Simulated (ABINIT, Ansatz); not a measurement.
# Excitons of SrTiO3 (Tausonite) on ever denser meshes, part 2 of 3

How far does the k mesh set the exciton binding of SrTiO3 (Tausonite)?

ABINIT 10.8.3 and Ansatz 0.2.0; PBE and many-body steps on it, plane waves. Known limits of the many-body steps: not at the basis limit; no spin-orbit coupling; coarse k mesh; bindings not settled in the k mesh.

So far. Step 5 (Excitons): The lowest state lies at 3.380 eV, 0.456 eV under the direct gap. Step 6 (Triplet (no exchange term)): The lowest triplet lies at 3.374 eV; without spin-orbit coupling triplets are dark, so no spectrum is read.

## 7. Beyond Tamm-Dancoff

Level of this step: Bethe-Salpeter equation on PBE with a scissors shift, plane waves, norm-conserving pseudopotentials (ABINIT).

The input, run.abi:

```
acell 3*1.0 Angstrom
rprim 
  3.905280000000 0.000000000000 0.000000000000
  0.000000000000 3.905280000000 0.000000000000
  0.000000000000 0.000000000000 3.905280000000
ntypat 3
znucl 38 22 8
natom 5
typat 1 2 3 3 3
xred 
  0.500000000000 0.500000000000 0.500000000000
  0.000000000000 0.000000000000 0.000000000000
  0.500000000000 0.000000000000 0.000000000000
  0.000000000000 0.500000000000 0.000000000000
  0.000000000000 0.000000000000 0.500000000000
pp_dirpath "pseudos"
pseudos "Sr.upf, Ti.upf, O.upf"
ecut 38
ngkpt 4 4 4
nshiftk 1
shiftk 0 0 0
kptopt 1
chksymbreak 0
istwfk *1
occopt 1
irdwfk 1
optdriver 99
bs_calctype 1
mbpt_sciss 1.573 eV
bs_loband 17
nband 24
bs_exchange_term 1
bs_coulomb_term 11
bs_coupling 1
bs_algorithm 1
bs_freq_mesh 0 8 0.05 eV
zcut 0.15 eV
ecuteps 4
ecutwfn 19
inclvkb 2
irdscr 1
indata_prefix "in"
outdata_prefix "out"
tmpdata_prefix "tmp"
```

On the command line:

```sh
$ OMP_NUM_THREADS=1 mpirun -n 4 abinit run.abi > log
```

Numbers of over 12 decimals in the logs are rounded to 6 here.

Log:

```text
.Version 10.8.3 of ABINIT. v10.8.2 released Aug 2026.

 Symmetries : space group Pm -3 m (#221); Bravais cP (primitive cubic)
[... echo of the input left out ...]
== DATASET  1 ==================================================================
-   mpi_nproc: 4, omp_nthreads: 1 (-1 if OMP is not activated)

--- !DatasetInfo
iteration_state: {dtset: 1, }
dimensions: {natom: 5, nkpt: 10, mband: 24, nsppol: 1, nspinor: 1, nspden: 1, mpw: 1622, }
cutoff_energies: {ecut:  19.0, pawecutdg:  -1.0, }
electrons: {nelect:   4.00000000E+01, charge:   0.00000000E+00, occopt:   1.00000000E+00, tsmear:   1.00000000E-02, }

 Exciton: Calculation of dielectric properties by solving the Bethe-Salpeter equation
 in frequency domain and reciprocal space on a transitions basis set.
 Based on a program developed by L. Reining, V. Olevano, F. Sottile,
 S. Albrecht, and G. Onida. Incorporated in ABINIT by M. Giantomassi.

.Using double precision arithmetic ; gwpc =  8

[... cell and pseudopotentials left out ...]
--------------------------------------------------------------------------------

 ==== K-mesh for the wavefunctions ====
 Number of points in the irreducible wedge :    10
[... list of points left out ...]
 Together with 48 symmetry operations and time-reversal symmetry
 yields    64 points in the full Brillouin Zone.

 ==== Q-mesh for the screening function ====
 Number of points in the irreducible wedge :    10
[... list of points left out ...]
 Together with 48 symmetry operations and time-reversal symmetry
 yields    64 points in the full Brillouin Zone.

 vcoul_init : cutoff-mode = AUXILIARY_FUNCTION
 q-points for optical limit:   1
     1)      0.000010    0.000020    0.000030
 setmesh: FFT mesh size selected  =    24x   24x   24
[...]
q = (  0.000000  0.000000  1.174549) [r.l.u.]
 q = (  1.174549  0.000000  0.000000) [r.l.u.]
 q = (  0.000000  1.174549  0.000000) [r.l.u.]
 q = (  0.000000  0.000000  1.174549) [r.l.u.]
 Number of electrons calculated from density =   39.9718; Expected =   40.0000
 average of density, n =  0.099449
 r_s =    1.3390
 omega_plasma =   30.4198 [eV]

. Writing resonant excitonic Hamiltonian on file out_BSR; file size=   0.01 [Gb].
. Writing coupling excitonic Hamiltonian on file out_BSC; file size=   0.01 [Gb].
. Direct diagonalization of the full excitonic Hamiltonian, Matrix size= 2048
. Using LAPACK sequential version to solve FHv = ev with H positive definite.
 First excitonic eigenvalue:    3.38 [eV].
 Last  excitonic eigenvalue:   11.89 [eV].

 GW  direct gap       3.84  0.00 [eV]
 EXC direct gap       3.38  0.00 [eV]
 EXC binding energy   0.45  0.00 [eV]

 Excitonic eigenvalues up to the GW energy gap [eV]
*** (  3.38  0.00)
*** (  3.38  0.00)
*** (  3.38  0.00)
[...]
*** (  3.78  0.00)
*** (  3.78  0.00)

 Macroscopic dielectric function:
 omega [eV] <KS_RPA_nlf>  <GW_RPA_nlf>  <BSE>
   0.0000   4.1852   0.0000   3.2814   0.0000   3.6477  -0.0000
   0.0500   4.1858   0.0036   3.2816   0.0011   3.6480   0.0019
   0.1000   4.1876   0.0073   3.2821   0.0023   3.6490   0.0037
[...]
0.4000   4.2241   0.0300   3.2934   0.0091   3.6676   0.0152
   0.4500   4.2346   0.0341   3.2967   0.0103   3.6730   0.0171

 Writing KS-RPA macroscopic dielectric function without local fields to file: out_RPA_NLF_MDF
 Writing GW-RPA macroscopic dielectric function without local fields to file: out_GW_NLF_MDF
 Writing EXC Macroscopic dielectric function to file: out_EXC_MDF

== END DATASET(S) ==============================================================
================================================================================

 -outvars: echo values of variables after computation  --------
           etotal      0.0000000000E+00
            nband          24
             nkpt          10
          spgroup         221
 [... the other variables as echoed above ...]

 Calculation completed.
```

Wall time 82 s (4 MPI ranks of Arm Neoverse V2, shared host); peak memory 0.49 GiB.

This step gave:

```yaml
direct_gap_of_the_transition_levels: 3.836 eV
transitions_in_the_window: 1024
lowest_state: 3.38 eV
binding_of_the_lowest_state_below_the_direct_gap: 0.4561 eV
coulomb_term_of_one_mesh_cell: 0.4089 eV
```

The binding is 1.1 times the screened Coulomb term of one mesh cell (0.41 eV), so it is not shown settled.

The lowest state lies at 3.380 eV, 0.456 eV under the direct gap.

## 8. Dielectric constant by perturbation theory

This step: Ansatz 0.2.0; DFT, PBE, linear response to an electric field, plane waves, PAW.

The response to a uniform field gives ε∞, a yardstick for the screening that GW builds on its mesh.

The input, input.yaml:

```yaml
crystal:
  lattice:
    - [3.90528, 0.0, 0.0]
    - [0.0, 3.90528, 0.0]
    - [0.0, 0.0, 3.90528]
  atoms:
    - { symbol: Sr, position: [0.5, 0.5, 0.5] }
    - { symbol: Ti, position: [0.0, 0.0, 0.0] }
    - { symbol: O, position: [0.5, 0.0, 0.0] }
    - { symbol: O, position: [0.0, 0.5, 0.0] }
    - { symbol: O, position: [0.0, 0.0, 0.5] }
kpoints:
  mp_grid: { grid: [6, 6, 6] }
hamiltonian:
  xc: pbe
scf:
  occupations: { method: fixed }
dielectric: {}
```

On the command line:

```sh
$ ansatz run input.yaml --threads 4 --pin off --max-ram 14745MiB --backend cpu --events-out ev --progress --plain --runs-dir out
```

Log:

```text
Engine: ansatz 0.2.0, aarch64-unknown-linux-gnu
Pseudopotentials: kind: paw
Pseudopotential: Sr, paw, valence charge 10, recommended cutoff 420 eV (normal), Sr.paw.azcp
Pseudopotential: Ti, paw, valence charge 12, recommended cutoff 420 eV (normal), Ti.paw.azcp
Pseudopotential: O, paw, valence charge 6, recommended cutoff 420 eV (normal), O.paw.azcp
Functional definition: PBE
  parameter kappa = 0.804
  parameter beta = 0.066725
[...]
site 2:
[...]
site 3:
[...]
0.00000    0.00000   -2.02799
    site 4:
        -2.02799    0.00000    0.00000
        -0.00000   -2.02799    0.00000
        -0.00000    0.00000   -5.80957
  Z* charge neutrality: 4.732e-3 e pre-enforcement
  solved inside a basis spanned on kpoints, on 8×8×8 k-points, its susceptibility summed on 10×10×10: ε∞ is read to err by 2.0e-2, Z* by 3.1e-2 e (field_mesh: kpoints solves on kpoints); Z* is corrected for what the basis lacks
[key lines of the parts left out:]
SCF converged after 8 iterations
Free energy (F): -7754.468179 eV
Fermi energy:    9.991411 eV
```

Elapsed: 11 s, on 4 threads; peak memory 0.53 GiB.

The field response gives a mean ε∞ of 6.24, which the model screening below takes as its input.

## 9. Model screening

This step: ABINIT 10.8.3; Bethe-Salpeter equation on PBE with a scissors shift, plane waves, norm-conserving pseudopotentials.

run.abi: that of step 7 with these lines changed.

```diff
@@ -29,9 +29,9 @@
 mbpt_sciss 1.573 eV
-bs_loband 17
-nband 24
+bs_loband 15
+nband 26
 bs_exchange_term 1
-bs_coulomb_term 11
-bs_coupling 1
-bs_algorithm 1
-bs_freq_mesh 0 8 0.05 eV
+bs_coulomb_term 21
+bs_coupling 0
+bs_algorithm 2
+bs_freq_mesh 0 10 0.1 eV
 zcut 0.15 eV
@@ -40,3 +40,6 @@
 inclvkb 2
-irdscr 1
+mdf_epsinf 6.24
+irdden 1
+bs_haydock_niter 300
+bs_haydock_tol -0.02 0
 indata_prefix "in"
```

On the command line:

```sh
$ OMP_NUM_THREADS=1 mpirun -n 4 abinit run.abi > log
```

Log:

```text
.Version 10.8.3 of ABINIT. v10.8.2 released Aug 2026.

 Symmetries : space group Pm -3 m (#221); Bravais cP (primitive cubic)
[... echo of the input left out ...]
== DATASET  1 ==================================================================
-   mpi_nproc: 4, omp_nthreads: 1 (-1 if OMP is not activated)

--- !DatasetInfo
iteration_state: {dtset: 1, }
dimensions: {natom: 5, nkpt: 10, mband: 26, nsppol: 1, nspinor: 1, nspden: 1, mpw: 1622, }
cutoff_energies: {ecut:  19.0, pawecutdg:  -1.0, }
[...]
0.1000   5.0615   0.0083   3.9642   0.0027   4.4418   0.0043
   0.2000   5.0698   0.0168   3.9669   0.0054   4.4461   0.0087
[...]
0.8000   5.2469   0.0767   4.0215   0.0225   4.5351   0.0370
   0.9000   5.3015   0.0899   4.0375   0.0256   4.5614   0.0424

== END DATASET(S) ==============================================================
================================================================================

 -outvars: echo values of variables after computation  --------
           etotal      0.0000000000E+00
            nband          26
             nkpt          10
          spgroup         221
 [... the other variables as echoed above ...]

 Calculation completed.
```

The job ended after 1.8 min (4 MPI ranks; peak memory 0.45 GiB; 7.3 min of CPU time).

Numbers from this step:

* direct gap of the transition levels: 3.836 eV
* transitions in the window: 2304
* Coulomb term of one mesh cell: 0.4197 eV

## 10. Empty states on the mesh, 6×6×6 mesh, 37 bands

This step: DFT, PBE, plane waves, norm-conserving pseudopotentials.

run.abi: that of step 9 with these lines changed.

```diff
@@ -18,28 +18,15 @@
 ecut 38
-ngkpt 4 4 4
+ngkpt 6 6 6
 nshiftk 1
-shiftk 0 0 0
-kptopt 1
+shiftk 0.11 0.21 0.31
+kptopt 3
 chksymbreak 0
+iscf -2
+irdden 1
 istwfk *1
-occopt 1
-irdwfk 1
-optdriver 99
-bs_calctype 1
-mbpt_sciss 1.573 eV
-bs_loband 15
-nband 26
-bs_exchange_term 1
-bs_coulomb_term 21
-bs_coupling 0
-bs_algorithm 2
-bs_freq_mesh 0 10 0.1 eV
-zcut 0.15 eV
-ecuteps 4
-ecutwfn 19
-inclvkb 2
-mdf_epsinf 6.24
-irdden 1
-bs_haydock_niter 300
-bs_haydock_tol -0.02 0
+nband 37
+nbdbuf 4
+tolwfr 1e-09
+nstep 60
+prtvol 0
 indata_prefix "in"
```

Log:

```text
.Version 10.8.3 of ABINIT. v10.8.2 released Aug 2026.

 Symmetries : space group Pm -3 m (#221); Bravais cP (primitive cubic)
[... echo of the input left out ...]
== DATASET  1 ==================================================================
-   mpi_nproc: 4, omp_nthreads: 1 (-1 if OMP is not activated)

--- !DatasetInfo
iteration_state: {dtset: 1, }
dimensions: {natom: 5, nkpt: 216, mband: 37, nsppol: 1, nspinor: 1, nspden: 1, mpw: 4536, }
cutoff_energies: {ecut:  38.0, pawecutdg:  -1.0, }
[...]
0.21182    0.23726    0.23940    0.24000    0.32611    0.32743    0.32808    0.41717
   0.41968    0.45774    0.45786    0.48762    0.56468    0.56554    0.56594    0.83559
   0.87257    0.87383    0.87913    1.00473    1.01445
 prteigrs : prtvol=0 or 1, do not print more k-points.

== END DATASET(S) ==============================================================
================================================================================

 -outvars: echo values of variables after computation  --------
            nband          37
             nkpt         216
          spgroup         221
 [... the other variables as echoed above ...]

 Calculation completed.
```

Run time: 2.7 min. Hardware: 4 MPI ranks; peak memory 0.81 GiB; 11 min of CPU time.

Numbers from this step:

```yaml
gap: 1.963 eV
k_of_the_valence_top: -0.4817, -0.465, -0.4483
k_of_the_conduction_bottom: 0.0183, 0.035, 0.0517
least_direct_gap: 2.343 eV
k_points_computed: 216
lowest_point_of_the_top_converged_band_above_the_valence_top: 12.44 eV
```

On this mesh the gap is 1.963 eV.

## 11. Denser, shifted k mesh (6×6×6)

This step: Bethe-Salpeter equation on PBE with a scissors shift, plane waves, norm-conserving pseudopotentials.

run.abi: that of step 10 with these lines changed.

```diff
@@ -23,10 +23,23 @@
 chksymbreak 0
-iscf -2
+istwfk *1
+occopt 1
+irdwfk 1
+optdriver 99
+bs_calctype 1
+mbpt_sciss 1.573 eV
+bs_loband 16
+nband 26
+bs_exchange_term 1
+bs_coulomb_term 21
+bs_coupling 0
+bs_algorithm 2
+bs_freq_mesh 0 10 0.1 eV
+zcut 0.15 eV
+ecuteps 3
+ecutwfn 19
+inclvkb 2
+mdf_epsinf 6.24
 irdden 1
-istwfk *1
-nband 37
-nbdbuf 4
-tolwfr 1e-09
-nstep 60
-prtvol 0
+bs_haydock_niter 300
+bs_haydock_tol -0.02 0
 indata_prefix "in"
```

Log:

```text
.Version 10.8.3 of ABINIT. v10.8.2 released Aug 2026.

 Symmetries : space group Pm -3 m (#221); Bravais cP (primitive cubic)
[... echo of the input left out ...]
== DATASET  1 ==================================================================
-   mpi_nproc: 4, omp_nthreads: 1 (-1 if OMP is not activated)

--- !DatasetInfo
iteration_state: {dtset: 1, }
dimensions: {natom: 5, nkpt: 216, mband: 26, nsppol: 1, nspinor: 1, nspden: 1, mpw: 1612, }
cutoff_energies: {ecut:  19.0, pawecutdg:  -1.0, }
[...]
0.1000   4.3826   0.0059   3.5024   0.0021   3.9065   0.0033
   0.2000   4.3885   0.0119   3.5044   0.0042   3.9098   0.0067
[...]
0.8000   4.5121   0.0525   3.5471   0.0175   3.9784   0.0284
   0.9000   4.5494   0.0608   3.5595   0.0199   3.9986   0.0324

== END DATASET(S) ==============================================================
================================================================================

 -outvars: echo values of variables after computation  --------
           etotal      0.0000000000E+00
            nband          26
             nkpt         216
          spgroup         221
 [... the other variables as echoed above ...]

 Calculation completed.
```

Elapsed: 14 min, on 4 MPI ranks; peak memory 2.8 GiB; 56 min of CPU time.

This step gave:

- direct gap of the transition levels: 3.916 eV
- transitions in the window: 6480
- Coulomb term of one mesh cell: 0.2798 eV

Mean over the three Cartesian directions of q; broadening 0.15 eV; transition window only. Limits: finite bands, cutoff and mesh; no spin-orbit coupling; exciton not shown settled in the k mesh. Table of ε₂ by photon energy; read off at these points:

```csv
photon energy (eV),BSE,no electron-hole interaction,"Kohn-Sham, no shift"
0.00,0,0,0
0.30,0.0101,0.0063,0.0179
0.50,0.0171,0.0106,0.0307
0.80,0.0284,0.0174,0.0525
1.10,0.0412,0.025,0.0802
1.40,0.0567,0.0336,0.119
1.60,0.0693,0.0402,0.158
1.90,0.0929,0.0519,0.261
2.20,0.126,0.0668,0.576
2.40,0.157,0.0793,1.24
2.70,0.230,0.104,2.23
3.00,0.372,0.142,2.73
3.20,0.578,0.181,3.44
3.50,1.76,0.290,4.69
3.80,3.95,0.651,5.65
4.10,4.71,1.68,6.21
4.30,4.35,2.33,7.08
4.60,6.47,2.75,6.77
4.90,7.23,3.97,5.31
5.00,7.46,4.38,5.02
5.10,7.29,4.82,4.80
5.40,6.93,5.75,3.65
5.70,4.39,6.35,3.28
5.90,4.18,7.16,2.93
6.10,6.10,7.12,2.94
6.20,5.77,6.61,2.81
6.50,3.62,5.24,2.54
6.80,2.91,4.47,2.76
7.00,2.54,3.58,2.93
7.30,2.29,3.25,2.55
7.60,1.98,2.90,2.49
7.80,2.20,2.75,2.61
8.10,2.14,2.57,2.56
8.40,2.41,2.78,2.10
8.60,2.14,2.97,1.79
8.90,1.94,2.51,1.53
9.20,1.78,2.52,1.17
9.50,1.53,2.58,0.837
9.70,1.30,2.54,0.579
10.00,1.11,2.05,0.337
```

## 12. Empty states on the mesh, 8×8×8 mesh, 37 bands

This step: DFT, PBE, plane waves, norm-conserving pseudopotentials.

run.abi: that of step 11 with these lines changed.

```diff
@@ -18,3 +18,3 @@
 ecut 38
-ngkpt 6 6 6
+ngkpt 8 8 8
 nshiftk 1
@@ -23,23 +23,10 @@
 chksymbreak 0
+iscf -2
+irdden 1
 istwfk *1
-occopt 1
-irdwfk 1
-optdriver 99
-bs_calctype 1
-mbpt_sciss 1.573 eV
-bs_loband 16
-nband 26
-bs_exchange_term 1
-bs_coulomb_term 21
-bs_coupling 0
-bs_algorithm 2
-bs_freq_mesh 0 10 0.1 eV
-zcut 0.15 eV
-ecuteps 3
-ecutwfn 19
-inclvkb 2
-mdf_epsinf 6.24
-irdden 1
-bs_haydock_niter 300
-bs_haydock_tol -0.02 0
+nband 37
+nbdbuf 4
+tolwfr 1e-09
+nstep 60
+prtvol 0
 indata_prefix "in"
```

Log:

```text
.Version 10.8.3 of ABINIT. v10.8.2 released Aug 2026.

 Symmetries : space group Pm -3 m (#221); Bravais cP (primitive cubic)
[... echo of the input left out ...]
== DATASET  1 ==================================================================
-   mpi_nproc: 4, omp_nthreads: 1 (-1 if OMP is not activated)

--- !DatasetInfo
iteration_state: {dtset: 1, }
dimensions: {natom: 5, nkpt: 512, mband: 37, nsppol: 1, nspinor: 1, nspden: 1, mpw: 4538, }
cutoff_energies: {ecut:  38.0, pawecutdg:  -1.0, }
[...]
0.21175    0.23904    0.24027    0.24062    0.32546    0.32621    0.32660    0.41655
   0.41798    0.45659    0.45666    0.48603    0.56461    0.56509    0.56532    0.83677
   0.87343    0.87414    0.87722    1.01202    1.01807
 prteigrs : prtvol=0 or 1, do not print more k-points.

== END DATASET(S) ==============================================================
================================================================================

 -outvars: echo values of variables after computation  --------
            nband          37
             nkpt         512
          spgroup         221
 [... the other variables as echoed above ...]

 Calculation completed.
```

Wall time 6.3 min (4 MPI ranks); peak memory 1.6 GiB; 25 min of CPU time.

Numbers from this step:

```
gap                                                           : 1.939 eV
k of the valence top                                          : -0.4862, -0.4737, -0.4612
k of the conduction bottom                                    : 0.0138, 0.0263, 0.0388
least direct gap                                              : 2.309 eV
k points computed                                             : 512
lowest point of the top converged band, above the valence top : 12.33 eV
```

On this mesh the gap is 1.939 eV.

## 13. Denser, shifted k mesh (8×8×8)

This step: Bethe-Salpeter equation on PBE with a scissors shift, plane waves, norm-conserving pseudopotentials.

run.abi: that of step 12 with these lines changed.

```diff
@@ -23,10 +23,23 @@
 chksymbreak 0
-iscf -2
+istwfk *1
+occopt 1
+irdwfk 1
+optdriver 99
+bs_calctype 1
+mbpt_sciss 1.573 eV
+bs_loband 18
+nband 24
+bs_exchange_term 1
+bs_coulomb_term 21
+bs_coupling 0
+bs_algorithm 2
+bs_freq_mesh 0 10 0.1 eV
+zcut 0.15 eV
+ecuteps 3
+ecutwfn 19
+inclvkb 2
+mdf_epsinf 6.24
 irdden 1
-istwfk *1
-nband 37
-nbdbuf 4
-tolwfr 1e-09
-nstep 60
-prtvol 0
+bs_haydock_niter 300
+bs_haydock_tol -0.02 0
 indata_prefix "in"
```

Log:

```text
.Version 10.8.3 of ABINIT. v10.8.2 released Aug 2026.

 Symmetries : space group Pm -3 m (#221); Bravais cP (primitive cubic)
[... echo of the input left out ...]
== DATASET  1 ==================================================================
-   mpi_nproc: 4, omp_nthreads: 1 (-1 if OMP is not activated)

--- !DatasetInfo
iteration_state: {dtset: 1, }
dimensions: {natom: 5, nkpt: 512, mband: 24, nsppol: 1, nspinor: 1, nspden: 1, mpw: 1612, }
cutoff_energies: {ecut:  19.0, pawecutdg:  -1.0, }
[...]
0.1000   3.4865   0.0049   2.7974   0.0017   3.0502   0.0026
   0.2000   3.4914   0.0099   2.7991   0.0034   3.0528   0.0051
[...]
0.8000   3.5947   0.0440   2.8335   0.0141   3.1052   0.0217
   0.9000   3.6260   0.0511   2.8436   0.0161   3.1206   0.0248

== END DATASET(S) ==============================================================
================================================================================

 -outvars: echo values of variables after computation  --------
           etotal      0.0000000000E+00
            nband          24
             nkpt         512
          spgroup         221
 [... the other variables as echoed above ...]

 Calculation completed.
```

Run time: 14 min. Hardware: 4 MPI ranks; peak memory 5.7 GiB.

This step gave:

```yaml
direct_gap_of_the_transition_levels: 3.882 eV
transitions_in_the_window: 6144
coulomb_term_of_one_mesh_cell: 0.2098 eV
```

(Part 2 of 3 ends here.)

[Paths, hosts, dates, memory and timing lines, banners, echoed tables and standing remarks are left out of the program output.]

[Logs are printed without paths, hosts, clocks, repeated set-up lines and the standing remarks that a program may print on its own settings, such as how far it seeks lower states.]

[Runs of the session that timed out or met a known fault of the program may be left out.]

[Hosts, paths, dates, database ids (printed as entryN), source tags and the programs' standing remarks are cut or masked in the printed files.]

[G0W0 gaps are taken among the corrected bands and points alone; a level outside them can change the order at an edge.]

[Where Ansatz stands beside ABINIT at settings called matched, ABINIT's density can come from a denser mesh and the files from another edition; pairs whose starting gaps differed by over 0.03 eV were left out, so agreement reads better than it is.]
